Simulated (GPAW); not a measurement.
# Work function of a 9-layer slab of Au(110) at several levels, part 2 of 2

Aim: the work function of both faces of a 9-layer slab of Au(110), and its spread over functionals and bases.

GPAW 26.7.0; GPAW, PAW setups; slab in vacuum, relaxation (the session's first sound run).

So far, upper work function (eV): step 2 (relaxing the atoms, PBE, GPAW) 4.97; step 5 (self-consistent run: xc = "LDA") 5.38; step 6 (self-consistent run: xc = "revPBE") 4.81; step 7 (OptPBE vdW: xc = "optPBE-vdW", GPAW, PAW setups, GPAW) 5.16; step 8 (self-consistent run: xc = "vdW-DF2", GPAW, PAW setups, GPAW) 5.37.

## 9. Real-space grid: mode = "fd"

A real-space grid is a second complete basis, so it checks the plane-wave result.

run.py reads:

```python
import json
import numpy as np
from ase import Atoms
from gpaw import GPAW

slab = Atoms(
    ['Au', 'Au', 'Au', 'Au', 'Au', 'Au', 'Au', 'Au', 'Au'],
    positions=[
        [0.00000, 0.00000, 7.00000],
        [2.04000, 1.44250, 8.44250],
        [0.00000, 0.00000, 9.88500],
        [2.04000, 1.44250, 11.32749],
        [0.00000, 0.00000, 12.88880],
        [2.04000, 1.44250, 14.40867],
        [0.00000, -0.00000, 15.92390],
        [2.04000, 1.44250, 17.51630],
        [0.00000, 0.00000, 18.91137]],
    cell=[[4.08, 0.0, 0.0], [0.0, 2.885, 0.0], [0.0, 0.0, 25.53998]],
    pbc=[True, True, False])

slab.calc = GPAW(mode='fd', h=0.18, xc='PBE', kpts={'size': (8, 11, 1), 'gamma': True},
                 occupations={'name': 'fermi-dirac', 'width': 0.1}, nbands='160%',
                 convergence={'density': 1e-05}, maxiter=200,
                 poissonsolver={'dipolelayer': 'xy'},
                 symmetry={'tolerance': 1e-3}, txt='slab.txt')
result = {}
energy = slab.get_potential_energy()
fermi = slab.calc.get_fermi_level()
v = slab.calc.get_electrostatic_potential().mean((0, 1)) - fermi
n = slab.calc.get_pseudo_density().mean((0, 1))
L = slab.cell[2, 2]
z = np.arange(len(v)) * L / len(v)
low, high = slab.positions[:, 2].min(), slab.positions[:, 2].max()
below, above = np.interp([low - 4.8, high + 4.8], z, v)
slopes = [np.interp(x, z, np.gradient(v, z)) for x in (low - 4.8, high + 4.8)]
eps = np.array([[slab.calc.get_eigenvalues(k, s) for k in range(len(slab.calc.get_ibz_k_points()))]
                for s in range(slab.calc.get_number_of_spins())]) - fermi
top, bottom = eps[eps < 0].max(), eps[eps > 0].min()
dipole = slab.get_dipole_moment()[2]
print(f'energy {energy:.4f} eV, Fermi level {fermi:.4f} eV, dipole {dipole:.5f} e A')
print(f'potential 4.8 A off the faces, from the Fermi level: lower {below:.4f} eV, upper {above:.4f} eV')
print(f'slope of the potential there: lower {slopes[0]:.5f}, upper {slopes[1]:.5f} eV/A')
print(f'nearest levels on the mesh: {top:.4f} and {bottom:.4f} eV')
print('magnetic moment', round(slab.get_magnetic_moment(), 3))
result.update(energy=energy, fermi=fermi, dipole=dipole, below=below, above=above, slopes=slopes, edges=[top, bottom],
              z=z.tolist(), v=v.tolist(), n=n.tolist(), positions=slab.positions.tolist(),
              forces=slab.get_forces(apply_constraint=False).tolist(), moments=slab.get_magnetic_moments().tolist())
json.dump(result, open('result.json', 'w'))
```

On the command line:

```
$ OMP_NUM_THREADS=1 OPENBLAS_NUM_THREADS=1 python run.py
```

The job ended after 78 min (1 thread of Arm Neoverse V1, shared host; peak memory 2.9 GiB).

This step gave:

| Quantity | Value |
| --- | --- |
| dipole along the normal | -0.001585 e·Å |
| levels nearest the Fermi level on the mesh | -0.03994, 0.01229 eV from the Fermi level |
| upper work function | 4.970 eV |
| lower work function | 4.946 eV |

The upper face's work function is 4.970 eV, against 4.973 eV in the first plane-wave PBE run at this geometry.

## 10. All levels side by side

Times are for 1 thread of Arm Neoverse V1, shared host. Results by setting:

```csv
no.,run,upper work function (eV),lower work function (eV),time,memory (GiB)
1,pw,4.973,4.948,12 min,0.45
2,RPBE,4.793,4.769,13 min,0.45
3,LDA,5.385,5.357,13 min,0.45
4,revPBE,4.812,4.787,13 min,0.45
5,optPBE vdW,5.155,5.133,14 min,0.61
6,vdW DF2,5.369,5.352,14 min,0.61
7,fd,4.970,4.946,78 min,2.9
```

## 11. Side by side

Results and costs are gathered.

This step: comparison of work functions, dipole and cost (GPAW 26.7.0).

Ladder, by row:

```csv
step,code,"work function, upper (eV)","work function, lower (eV)",dipole (e Å),wall time (s),peak memory (GiB),threads
pw,GPAW,4.973,4.948,-0.002232,729.8,0.45,1
RPBE,GPAW,4.793,4.769,-0.002196,778.8,0.45,1
LDA,GPAW,5.385,5.357,-0.002398,762.1,0.45,1
revPBE,GPAW,4.812,4.787,-0.002212,754.5,0.45,1
optPBE-vdW,GPAW,5.155,5.133,-0.00205,818.7,0.61,1
vdW-DF2,GPAW,5.369,5.352,-0.001753,855.9,0.61,1
fd,GPAW,4.97,4.946,-0.001585,4676,2.9,1
```

## 12. A changed run

One more run, with changed settings.

This step: GPAW, PAW setups; slab in vacuum (GPAW 26.7.0).

run.py, as its differences from that of step 9:

```diff
@@ -3,3 +3,3 @@
 from ase import Atoms
-from gpaw import GPAW
+from gpaw import GPAW, PW
 
@@ -20,5 +20,5 @@
 
-slab.calc = GPAW(mode='fd', h=0.18, xc='PBE', kpts={'size': (8, 11, 1), 'gamma': True},
-                 occupations={'name': 'fermi-dirac', 'width': 0.1}, nbands='160%',
-                 convergence={'density': 1e-05}, maxiter=200,
+slab.calc = GPAW(mode=PW(400), xc='PBE', kpts={'size': (8, 11, 1), 'gamma': True},
+                 occupations={'name': 'fermi-dirac', 'width': 0.1}, nbands='100%',
+                 convergence={'density': 1e-05}, maxiter=75,
                  poissonsolver={'dipolelayer': 'xy'},
```

Run time: 8.5 min. Hardware: 1 thread; peak memory 0.36 GiB.

The run finished. A setting was moved off its sound value on purpose, so it serves as a test and not as the result.

The fault put into the input: too few bands (nbands = "100 % of the filled bands").

The two runs compared:

```csv
quantity,this run,sound run,difference
upper work function (eV),4.2511,4.9726,-0.722
lower work function (eV),4.2370,4.9479,-0.711
```

One result that differs is the upper work function, 4.25 eV against 4.97 eV.

## 13. Results

| Item | Value |
| --- | --- |
| work function, upper and lower face | 4.973 and 4.948 eV |
| dipole along the normal | -0.0022 e Å, near the numerical noise |

What this shows: With plane waves and PBE the work function is 4.97 eV on the upper face and 4.95 eV on the lower. The measured value for this face is 5.16 eV (as compiled in "Anisotropic work function of elemental crystals", 2019, arxiv:1902.07811); the relaxed upper face lies 0.19 eV under it with PBE, and optPBE-vdW comes nearest (5.16 eV). Measured work functions scatter by a tenth of an eV or more between methods. The clean face reconstructs (W and Mo (100) only when cold), while this slab is an unreconstructed 1×1 cell, so the two are not the same surface. Over the sound runs of the table the upper face's work function spans 4.793 (RPBE) to 5.385 eV (LDA). The small printed dipole stands for a step of 34 meV from the lower to the upper face, and the probes find 25 meV; values this small are near the numerical noise of both. The in-plane lattice was kept as typed, which isn't the functional's own and leaves some strain; spin-orbit coupling and temperature are left out.

[Logs are printed without paths, hosts, clocks, repeated set-up lines and the standing remarks that a program may print on its own settings, such as how far it seeks lower states.]

[Hosts, paths, dates, database ids (printed as entryN), source tags and the programs' standing remarks are cut or masked in the printed files.]
